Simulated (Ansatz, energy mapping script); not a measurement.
# LiNiSe2 in the alpha-NaFeO2 structure: exchange couplings from total energies

Wanted: the magnetic order of LiNiSe2 in the alpha-NaFeO2 structure, its couplings and an estimate of its ordering temperature, by PBEsol+U (3.6 eV).

Calculated with Ansatz 0.2.0; PBEsol with U = 3.6 eV on Ni d, ortho-atomic projectors; plane waves, U on orthogonalised atomic orbitals unless named otherwise, collinear spin, no spin–orbit coupling.

## (1) The structure

Symmetry: R-3m, No. 166, trigonal system. Conventional cell: a = 3.520 Å, b = 3.520 Å, c = 18.011 Å, α = 90.00°, β = 90.00°, γ = 120.00°. Nearest to Li lie 6 Se at 2.62 Å. Nearest to Ni lie 6 Se at 2.44 Å. Se has 3 Ni at 2.44 Å and 3 Li at 2.62 Å nearest. alpha-NaFeO2 prototype, lattice guessed from radii. Farther neighbours and most contacts between anions are not listed.

This cell was built for the study (alpha-NaFeO2 prototype, lattice guessed from radii), not taken from an experiment; the compound need not form in this structure.

The cell was relaxed beforehand in Ansatz under PBEsol with U = 6 eV on Ni d, ortho-atomic projectors, D3(BJ) dispersion, from parallel moments.

A Hubbard U penalises fractional filling of the shell. It raises the cost of virtual hops to the neighbours, so couplings that rest on such hops usually weaken.

## (2) One set of occupation matrices for all orders

A corrected shell can settle in several orbital fillings. One parallel run, with an occupation width a fifth wider than the orders use, therefore is to supply the occupation matrices. All orders start from them.

Input file input.yaml:

```yaml
crystal:
  lattice:
    - [1.759824408, 1.016051877, 6.003814541]
    - [-1.759824408, 1.016051877, 6.003814541]
    - [0.0, -2.032053411, 6.00382306]
  atoms:
    - { symbol: Li, position: [0.0, 0.0, 0.0] }
    - { symbol: Ni, position: [0.5, 0.5, 0.5], spin: 2.0 }
    - { symbol: Se, position: [0.24180541, 0.24180541, 0.24180541] }
    - { symbol: Se, position: [0.75819459, 0.75819459, 0.75819459] }
magnetization:
  spin_polarized: true
kpoints:
  mp_grid: { grid: [10, 10, 10] }
hamiltonian:
  xc: pbesol
  hubbard:
    sites: [{ species: Ni, l: d, u_eff: 3.6 }]
    projectors: ortho-atomic
scf:
  occupations: { method: fermi_dirac, width: 0.06 }
output:
  eigenvalues: true
```

Launch:

```console
$ ansatz run input.yaml --threads 4 --pin off --max-ram 8192MiB --backend cpu --events-out ev --progress --plain --runs-dir out
```

Numbers of over 12 decimals in the logs are rounded to 6 here.

What it wrote:

```text
basis.fft_grid_basis auto: the FFT boxes are laid along the combinations [[1, 0, -1], [0, 1, -1], [0, 0, 1]] of the cell's own vectors, 3.520, 3.520 and 6.338 Å long. The dense box has 24×24×45 points. Along the cell's own vectors, as sized, it would have 45×45×45, 3.52 times as many. Of the 12 symmetry operations that the crystal satisfies within crystal.symmetry.tolerance (time reversal apart; of a slab, those that [...]
Engine: ansatz 0.2.0, aarch64-unknown-linux-gnu
Pseudopotentials: kind: paw
Pseudopotential: Li, paw, valence charge 3, recommended cutoff 420 eV (normal), Li.paw.azcp
Pseudopotential: Ni, paw, valence charge 18, recommended cutoff 420 eV (normal), Ni.paw.azcp
Pseudopotential: Se, paw, valence charge 16, recommended cutoff 420 eV (normal), Se.paw.azcp
Functional definition: PBEsol
  exchange = pbesol_x
  correlation = pbesol_c
Crystal: 4 atoms, lattice volume = 64.411 Å³
Basis set: ecut = 420 eV, 1251 PW (Γ), FFT grids on a1−a3, a2−a3, a3
Bands: 33, of which v1, the nominal top of the filled ones, is band 27 counted from 1 (26 counted from 0)
Symmetry: 12 space group operations
Space group: R-3m (ITA 166), of the structure as read, at distance tolerance 4.0e-5 Å
Magnetic group: BNS 166.97 (UNI 1327), of the structure as read, at distance tolerance 4.0e-5 Å
k-points: 116 of 1000
Non-local potential: Li, projectors of the file, l = 0: 3, l = 1: 2, l = 2: 1
Non-local potential: Ni, projectors of the file, l = 0: 3, l = 1: 2, l = 2: 3, l = 3: 1
Non-local potential: Se, projectors of the file, l = 0: 2, l = 1: 2, l = 2: 3, l = 3: 1
PAW form: soft (Blöchl's): semilocal exchange-correlation on the pseudo side does not see the compensation charge
PAW frozen core: Ni, regenerated for the run's functional, and the local potential with it (the file was generated under x = pbe(κ = 0.804, μ = 0.219515), c = pbe(β = 0.066725))
PAW frozen core: Se, regenerated for the run's functional, and the local potential with it (the file was generated under x = pbe(κ = 0.804, μ = 0.219515), c = pbe(β = 0.066725))
PAW one-centre angular grid: Li, 110 points (default); XC on 64 Gauss nodes
PAW one-centre angular grid: Ni, 590 points (default); XC on 64 Gauss nodes
PAW one-centre angular grid: Se, 590 points (default); XC on 64 Gauss nodes
Initial density: superposition of atomic densities (chi_scale 0.1, normalization cell, long waves kept (reshape's long-wave potential 0.02 eV rms))
Starting moments: Σ|m| = 2 μB on 1 of 4 sites
Initial wavefunctions: pseudopotential atomic-orbital guess
Functional: x = pbesol(κ = 0.804, μ = 0.123457), c = pbesol(β = 0.046)
[...]
spin=Collinear: Kerker preconditioning applied to the charge; magnetization (m = ρ↑ − ρ↓) channel mixes plain (no charge-response kernel on spin).
[...]
SCF 3 converged in 7 iterations: F = -16857.103219 eV  dr2 = 3.97e-10
an SCF from another whole filling of 1 corrected shell (1 electron), with 8 of the crystal's symmetry operations given up (282 k-points in place of 116), reached no lower state that the run goes on to. This is no proof of a minimum. Whole fillings of corrected shells: 2 of 2 tried, 0 with no close
Symmetry: 1 space group operations
k-points: 504 of 1000 (time reversal used)
[...]
spin=Collinear: Kerker preconditioning applied to the charge; magnetization (m = ρ↑ − ρ↓) channel mixes plain (no charge-response kernel on spin).
[...]
SCF 4 converged in 16 iterations: F = -16857.103219 eV  dr2 = 2.15e-8
an SCF from ferromagnetic starting moments (0.00, 2.00, 0.00, 0.00 Bohr magnetons, atom by atom) closed no lower than the state that the run had reached (+0.00 meV in free energy), which stands; the SCF set out from the atoms and, under a Hubbard term, can stand on another filling of the shells than the run's state, so that by this SCF it is not known whether that order lies lower
SCF converged after 17 iterations
Magnetization: 1.0460 μB (27.0230 up, 25.9770 down)
Absolute magnetization: 1.1851 μB (∫|ρ↑−ρ↓|, with the PAW one-centre terms)
Spin contamination: 0.1205 ħ² per cell (⟨S²⟩ above its minimum at these occupations)
Per-site moments (μB) at R_I (Å): [(0.040595, 1.079382), (0.924231, 1.007116), (0.00610565, 1.007116), (0.00610565, 1.007116)]
Free energy (F): -16857.103219 eV
Harris-Foulkes:  -16857.103219 eV  (|F-HF|=1.09e-11)
Internal energy: -16857.086762 eV  (E = F + TS)
E sigma→0 (E₀):  -16857.094991 eV
Entropy (-TS):   -0.016457 eV (-4.114 meV/atom)
Fermi energy:    10.261642 eV
--- Per-component energies (eV) ---
  E_band       = -1198.918826
  E_kinetic    = 543.837727
  E_local      = -9972.800413  (includes V_loc(G=0)·N_el)
  E_nonlocal   = -576.344137
  E_hartree    = 4622.611265
  E_xc         = -302.431549
  E_vxc        = -320.240976  (∫ρ·V_xc dr)
  E_hubbard    = 1.303297  (on-site DFT+U / exact-exchange correction)
  E_vhub       = -13.119346  (the Hubbard potential's part of the band-sum identity)
  E_paw        = -5353.815684  (= ΣΔE_a)
  E_vpaw       = -105.473849  (= ΣTr[D̂ρ^β])
  E_aug_tail   = -0.000726  (compensation charges beyond the density's cutoff)
  E_ewald      = -5821.660731
  E_core_change = 2.214190  (= ΣΔE_core)
  E_smearing   = -0.016457  (= −TS)
  E_closure    = -0.000000  (closes the sum)
  Σ components = -16857.103219   (vs F -16857.103219, Δ=0.00e0)
--- Band table (eV; the first three rows and the last of 232) ---
  k-point 0 ↑: bands = [... 23 lower, 9.9410, 10.3584, 10.3584, 11.1876, 11.1876, 14.9663, 15.0311, 16.9998, ... 2 higher]
  k-point 1 ↑: bands = [... 23 lower, 9.6483, 9.9880, 10.1926, 10.4329, 11.0269, 15.5339, 15.6271, 17.0655, ... 2 higher]
  k-point 2 ↑: bands = [... 23 lower, 8.3619, 9.0960, 9.7212, 10.1584, 10.7409, 15.4026, 16.4616, 17.9628, ... 2 higher]
  k-point 115 ↓: bands = [... 23 lower, 8.1184, 10.2320, 10.2320, 12.0828, 12.0828, 15.6938, 16.0401, 18.2711, ... 2 higher]
Occupation matrices written to <dir>
```

It took 5.6 min on 4 threads of Arm Neoverse V1, shared host; peak memory 3 GiB; 22 min of CPU time.

In the SCF lines HF is the Harris–Foulkes energy and dr2 the Hartree energy of the density residual, in eV; the loop may stop once dr2 is under the threshold and the program's other checks hold. Hψ counts applications of the Hamiltonian.

Read from the output:

| Quantity | Value |
| --- | --- |
| final state | ferromagnetic |
| electrons in the corrected shells | 8.737 e |
| largest moment | 0.924 μB |

## (3) Run 1 (parallel; cell A, 8 atoms)

The parallel order is the zero of energy for this cell and mesh.

Input file input.yaml:

```yaml
crystal:
  lattice:
    - [-1.759824408, 3.048105288, -8.519e-06]
    - [-5.279473224, -3.048105288, 8.519e-06]
    - [1.759824408, 1.016051877, 6.003814541]
  atoms:
    - { symbol: Li, position: [0.5, 0.5, 0.0] }
    - { symbol: Li, position: [0.0, 0.0, 0.0] }
    - { symbol: Ni, position: [0.5, 0.0, 0.5], spin: 2.0 }
    - { symbol: Ni, position: [0.0, 0.5, 0.5], spin: 2.0 }
    - { symbol: Se, position: [0.5, 0.74180541, 0.72541623] }
    - { symbol: Se, position: [0.0, 0.24180541, 0.72541623] }
    - { symbol: Se, position: [0.5, 0.25819459, 0.27458377] }
    - { symbol: Se, position: [0.0, 0.75819459, 0.27458377] }
magnetization:
  spin_polarized: true
kpoints:
  mp_grid: { grid: [9, 6, 5] }
hamiltonian:
  xc: pbesol
  hubbard:
    sites:
      - { species: Ni, l: d, u_eff: 3.6 }
      - { site: 2, l: d, u_eff: 3.6, starting_ns: [{ spin: up, occupation_matrix: ni2_major }, { spin: down, occupation_matrix: ni2_minor }] }
      - { site: 3, l: d, u_eff: 3.6, starting_ns: [{ spin: up, occupation_matrix: ni2_major }, { spin: down, occupation_matrix: ni2_minor }] }
    projectors: ortho-atomic
    occupation_matrices:
      ni2_major:
        matrix:
          - [0.989, 0.0, 0.0, 0.0, 0.0]
          - [0.0, 0.945, 0.0, 0.0, 0.031]
          - [0.0, 0.0, 0.945, 0.031, 0.0]
          - [0.0, 0.0, 0.031, 0.965, 0.0]
          - [0.0, 0.031, 0.0, 0.0, 0.965]
      ni2_minor:
        matrix:
          - [0.984, 0.0, 0.0, 0.0, 0.0]
          - [0.0, 0.639, 0.0, 0.0, 0.229]
          - [0.0, 0.0, 0.639, 0.229, 0.0]
          - [0.0, 0.0, 0.229, 0.833, 0.0]
          - [0.0, 0.229, 0.0, 0.0, 0.833]
scf:
  occupations: { method: fermi_dirac, width: 0.05 }
output:
  eigenvalues: true
```

What it wrote:

```text
Warning: crystal.symmetry: narrowed to the stabiliser of the occupation matrices — unitary ops 8 → 4; lowered by the specified shells (site 2, l: d), (site 3, l: d); largest admitted image defect 4.4e-16, smallest excluded 2.5e-6 — at a rounding scale rather than a splitting's, so precision (not physics) most likely lowered the group: (i) a fixed point transcribed at too few decimals — re-emit the block at full precision (to 7 decimals or more, rounded to nearest) from a symmetrised source (a converged report's `n_mat` / `n_mat_spinor`) (of a frozen-density pass: in the run whose state it reads); [rest of the remark cut]
[...]
Crystal: 8 atoms, lattice volume = 128.821 Å³
Basis set: ecut = 420 eV, 2513 PW (Γ)
Bands: 66, of which v1, the nominal top of the filled ones, is band 53 counted from 1 (52 counted from 0)
Symmetry: 4 space group operations
k-points: 136 of 270
[...]
Starting moments: Σ|m| = 4 μB on 2 of 8 sites
[...]
SCF iter   1: F=—  HF=-33725.407878 eV  |F-HF|=—  |Δ(HF+E_count)|=         —  Δρ=2.34e-1 (↑3.98e-2 ↓2.34e-1)  dr2=7.65e1  dr2_m=1.23e1  M=0.512 μB ∫|m|=0.584 μB  β_m=0.30  ethr=3.10e-3  ⟨swp⟩=5.9  Hψ=62063  notcnv=0  defer=166
[...]
SCF iter  16: F=-33714.199949 eV  HF=-33714.199949 eV  |F-HF|=1.38e-10  |Δ(HF+E_count)|=   6.24e-9  Δρ=7.62e-7 (↑2.10e-7 ↓7.62e-7)  dr2=5.89e-10  dr2_m=2.43e-10  M=2.088 μB ∫|m|=2.369 μB  ethr=5.50e-11  ⟨swp⟩=1.0  Hψ=38211  notcnv=0
SCF 1 converged in 16 iterations: F = -33714.199949 eV  dr2 = 5.89e-10
[...]
SCF converged after 16 iterations
an eigenvalue changed by more than its tolerance at an iteration that met the thresholds in force, so the SCF went on 1 time: the last check found none over its tolerance
Magnetization: 2.0884 μB (54.0442 up, 51.9558 down)
Absolute magnetization: 2.3733 μB (∫|ρ↑−ρ↓|, with the PAW one-centre terms)
[...]
Per-site moments (μB) at R_I (Å): [(0.040328, 1.079382), (0.040328, 1.079382), (0.926866, 1.007116), (0.926866, 1.007116), (0.00449333, 1.007116), (0.00449333, 1.007116), (0.00449333, 1.007116), (0.00449333, 1.007116)]
Free energy (F): -33714.199949 eV
[...]
Internal energy: -33714.176594 eV  (E = F + TS)
E sigma→0 (E₀):  -33714.188272 eV
Entropy (-TS):   -0.023355 eV (-2.919 meV/atom)
Fermi energy:    10.248715 eV
[...]
--- Specified on-site occupations, and those of the state reported ---
  electrons in the specified blocks: 17.4740 specified, 17.4722 found
  site 3 (l=d) ↑: largest change of an orbital's occupation 0.0021; electrons 4.8090 specified, 4.8110 found; spectral distance 0.0023
[...]
site 3 (l=d) ↓: largest change of an orbital's occupation 0.0020; electrons 3.9280 specified, 3.9251 found; spectral distance 0.0021
[...]
--- Band table (eV; the first three rows and the last of 272) ---
  k-point 0 ↑: bands = [... 49 lower, 9.9418, 10.3584, 10.3607, 10.9227, 11.0131, 11.1875, 11.1880, 13.4209, ... 9 higher]
  k-point 1 ↑: bands = [... 49 lower, 9.2743, 10.2818, 10.3076, 10.3099, 10.7753, 11.2210, 11.2214, 13.6710, ... 9 higher]
  k-point 2 ↑: bands = [... 49 lower, 8.3219, 9.4143, 10.2331, 10.2354, 10.3852, 11.2675, 11.2678, 13.9960, ... 9 higher]
  k-point 135 ↓: bands = [... 49 lower, 8.2177, 8.2283, 8.6415, 10.7970, 10.8652, 10.9991, 11.2219, 15.1818, ... 9 higher]
Occupation matrices written to <dir>
```

It took 69 s on 4 threads; peak memory 1.9 GiB.

Spin moment in the sphere by atom:

| atom | spin moment in the sphere (μB) |
| --- | --- |
| Li1 | 0.040 |
| Li2 | 0.040 |
| Ni3 | 0.927 |
| Ni4 | 0.927 |
| Se5 | 0.004 |
| Se6 | 0.004 |
| Se7 | 0.004 |
| Se8 | 0.004 |

The run ends ferromagnetic.

## (4) Compensated +− start in cell A (8 atoms)

This order reverses 4 of the 6 neighbours at 3.52 Å, 4 of the 6 neighbours at 6.10 Å and 4 of the 6 neighbours at 6.34 Å, counted for an average magnetic atom.

input.yaml: that of step 3 with these lines changed.

```diff
@@ -9,3 +9,3 @@
     - { symbol: Ni, position: [0.5, 0.0, 0.5], spin: 2.0 }
-    - { symbol: Ni, position: [0.0, 0.5, 0.5], spin: 2.0 }
+    - { symbol: Ni, position: [0.0, 0.5, 0.5], spin: -2.0 }
     - { symbol: Se, position: [0.5, 0.74180541, 0.72541623] }
@@ -24,3 +24,3 @@
       - { site: 2, l: d, u_eff: 3.6, starting_ns: [{ spin: up, occupation_matrix: ni2_major }, { spin: down, occupation_matrix: ni2_minor }] }
-      - { site: 3, l: d, u_eff: 3.6, starting_ns: [{ spin: up, occupation_matrix: ni2_major }, { spin: down, occupation_matrix: ni2_minor }] }
+      - { site: 3, l: d, u_eff: 3.6, starting_ns: [{ spin: up, occupation_matrix: ni2_minor }, { spin: down, occupation_matrix: ni2_major }] }
     projectors: ortho-atomic
```

What it wrote:

```text
[...]
Crystal: 8 atoms, lattice volume = 128.821 Å³
Basis set: ecut = 420 eV, 2513 PW (Γ)
Bands: 66, of which v1, the nominal top of the filled ones, is band 53 counted from 1 (52 counted from 0)
Symmetry: 2 space group operations
k-points: 136 of 270
[...]
Starting moments: Σ|m| = 4 μB on 2 of 8 sites
[...]
the translation (0.5, 0.5, 0) carries every atom to within crystal.symmetry.tolerance of an atom of its element with the starting moment reversed, but both spin channels are solved: the dense FFT box has an odd point count along it
SCF iter   1: F=—  HF=-33725.411521 eV  |F-HF|=—  |Δ(HF+E_count)|=         —  Δρ=1.68e-1 (↑1.68e-1 ↓1.68e-1)  dr2=7.65e1  dr2_m=1.23e1  M=0.000 μB ∫|m|=0.495 μB  β_m=0.30  ethr=3.10e-3  ⟨swp⟩=5.9  Hψ=62372  notcnv=0  defer=199
[...]
SCF iter  21: F=-33714.099598 eV  HF=-33714.099598 eV  |F-HF|=1.80e-8  |Δ(HF+E_count)|=   2.03e-8  Δρ=1.49e-6 (↑1.49e-6 ↓1.30e-6)  dr2=1.61e-8  dr2_m=2.75e-10  M=0.000 μB ∫|m|=2.177 μB  ethr=9.43e-11  ⟨swp⟩=7.7  Hψ=57128  notcnv=0
SCF 1 converged in 21 iterations: F = -33714.099598 eV  dr2 = 1.61e-8
[...]
SCF converged after 21 iterations
Magnetization: 0.0000 μB (53.0000 up, 53.0000 down)
Absolute magnetization: 2.1813 μB (∫|ρ↑−ρ↓|, with the PAW one-centre terms)
[...]
Per-site moments (μB) at R_I (Å): [(0.034342, 1.079382), (-0.034341, 1.079382), (0.864724, 1.007116), (-0.864728, 1.007116), (0.000768163, 1.007116), (-0.000766573, 1.007116), (0.000768163, 1.007116), (-0.000766573, 1.007116)]
Free energy (F): -33714.099598 eV
[...]
Internal energy: -33714.066711 eV  (E = F + TS)
E sigma→0 (E₀):  -33714.083154 eV
Entropy (-TS):   -0.032887 eV (-4.111 meV/atom)
Fermi energy:    10.227291 eV
[...]
--- Specified on-site occupations, and those of the state reported ---
  electrons in the specified blocks: 17.4740 specified, 17.5034 found
[...]
--- Band table (eV; the first three rows and the last of 272) ---
  k-point 0 ↑: bands = [... 49 lower, 9.9547, 10.3566, 10.3672, 11.0994, 11.1534, 11.9575, 11.9797, 13.5258, ... 9 higher]
  k-point 1 ↑: bands = [... 49 lower, 9.3065, 10.3071, 10.3170, 10.6897, 11.0162, 11.8527, 11.8935, 13.7794, ... 9 higher]
  k-point 2 ↑: bands = [... 49 lower, 8.3322, 10.1216, 10.2318, 10.2444, 10.7429, 11.8222, 11.8492, 14.1110, ... 9 higher]
  k-point 135 ↓: bands = [... 49 lower, 8.0609, 8.0803, 8.5636, 9.5551, 9.8045, 10.7868, 11.0910, 15.0881, ... 9 higher]
Occupation matrices written to <dir>
```

Wall time 78 s (4 threads); peak memory 1.9 GiB.

Spin moment in the sphere by atom:

| atom | spin moment in the sphere (μB) |
| --- | --- |
| Li1 | 0.034 |
| Li2 | -0.034 |
| Ni3 | 0.865 |
| Ni4 | -0.865 |
| Se5 | 0.001 |
| Se6 | -0.001 |
| Se7 | 0.001 |
| Se8 | -0.001 |

The run ends antiferromagnetic, 52.56 meV a magnetic atom above the parallel order of its cell (energies taken at zero occupation width, not the printed F).

## (5) Order 3: parallel, cell B of 12 atoms

A new cell needs its own zero of energy.

Input file input.yaml:

```yaml
crystal:
  lattice:
    - [-5.279473224, -3.048105288, 8.519e-06]
    - [-5.279473224, 3.048105288, -8.519e-06]
    - [-1.759824408, -1.016051877, -6.003814541]
  atoms:
    - { symbol: Li, position: [0.666666667, 0.666666667, 0.0] }
    - { symbol: Li, position: [0.333333333, 0.333333333, 0.0] }
    - { symbol: Li, position: [0.0, 0.0, 0.0] }
    - { symbol: Ni, position: [0.166666667, 0.666666667, 0.5], spin: 2.0 }
    - { symbol: Ni, position: [0.833333333, 0.333333333, 0.5], spin: 2.0 }
    - { symbol: Ni, position: [0.5, 0.0, 0.5], spin: 2.0 }
    - { symbol: Se, position: [0.908472077, 0.666666667, 0.27458377] }
    - { symbol: Se, position: [0.575138743, 0.333333333, 0.27458377] }
    - { symbol: Se, position: [0.24180541, 0.0, 0.27458377] }
    - { symbol: Se, position: [0.424861257, 0.666666667, 0.72541623] }
    - { symbol: Se, position: [0.091527923, 0.333333333, 0.72541623] }
    - { symbol: Se, position: [0.75819459, 0.0, 0.72541623] }
magnetization:
  spin_polarized: true
kpoints:
  mp_grid: { grid: [6, 6, 5] }
hamiltonian:
  xc: pbesol
  hubbard:
    sites:
      - { species: Ni, l: d, u_eff: 3.6 }
      - { site: 3, l: d, u_eff: 3.6, starting_ns: [{ spin: up, occupation_matrix: ni2_major }, { spin: down, occupation_matrix: ni2_minor }] }
      - { site: 4, l: d, u_eff: 3.6, starting_ns: [{ spin: up, occupation_matrix: ni2_major }, { spin: down, occupation_matrix: ni2_minor }] }
      - { site: 5, l: d, u_eff: 3.6, starting_ns: [{ spin: up, occupation_matrix: ni2_major }, { spin: down, occupation_matrix: ni2_minor }] }
    projectors: ortho-atomic
    occupation_matrices:
      ni2_major:
        matrix:
          - [0.989, 0.0, 0.0, 0.0, 0.0]
          - [0.0, 0.945, 0.0, 0.0, 0.031]
          - [0.0, 0.0, 0.945, 0.031, 0.0]
          - [0.0, 0.0, 0.031, 0.965, 0.0]
          - [0.0, 0.031, 0.0, 0.0, 0.965]
      ni2_minor:
        matrix:
          - [0.984, 0.0, 0.0, 0.0, 0.0]
          - [0.0, 0.639, 0.0, 0.0, 0.229]
          - [0.0, 0.0, 0.639, 0.229, 0.0]
          - [0.0, 0.0, 0.229, 0.833, 0.0]
          - [0.0, 0.229, 0.0, 0.0, 0.833]
scf:
  occupations: { method: fermi_dirac, width: 0.05 }
output:
  eigenvalues: true
```

What it wrote:

```text
[...]
Crystal: 12 atoms, lattice volume = 193.232 Å³
Basis set: ecut = 420 eV, 3779 PW (Γ)
Bands: 99, of which v1, the nominal top of the filled ones, is band 80 counted from 1 (79 counted from 0)
Symmetry: 6 space group operations
k-points: 92 of 180
[...]
Starting moments: Σ|m| = 6 μB on 3 of 12 sites
[...]
k-point 1 ↑: bands = [... 76 lower, 9.5152, 9.5152, 9.6224, 9.6224, 10.3084, 10.3084, 11.2206, 11.2209, ... 15 higher]
  k-point 2 ↑: bands = [... 76 lower, 9.4497, 9.4497, 9.6870, 9.6870, 10.2339, 10.2340, 11.2671, 11.2674, ... 15 higher]
  k-point 91 ↓: bands = [... 76 lower, 9.0972, 9.3068, 10.9557, 11.0459, 11.1136, 11.4040, 11.8248, 11.8926, ... 15 higher]
Occupation matrices written to <dir>
[key lines of the parts left out:]
SCF converged after 16 iterations
Magnetization: 3.1421 μB (81.0711 up, 77.9289 down)
Free energy (F): -50571.308007 eV
Fermi energy:    10.234972 eV
```

Wall time 1.9 min (4 threads); peak memory 2.8 GiB; 7.5 min of CPU time.

The run ends ferromagnetic. For each magnetic atom its energy differs from the parallel run of the first cell by -2.92 meV, an error that one common reference would have brought in.

[end of part 1 of 2]

[Logs and program files are shortened in this print: banners, set-up blocks, solver, clock and traceback lines can be left out without a mark of their own.]

[Logs are printed without paths, hosts, clocks, repeated set-up lines and the standing remarks that a program may print on its own settings, such as how far it seeks lower states.]

[Hosts, paths, dates, database ids (printed as entryN), source tags and the programs' standing remarks are cut or masked in the printed files.]

[Where a cell is said to come from a database of computed structures, the database is the Materials Project.]
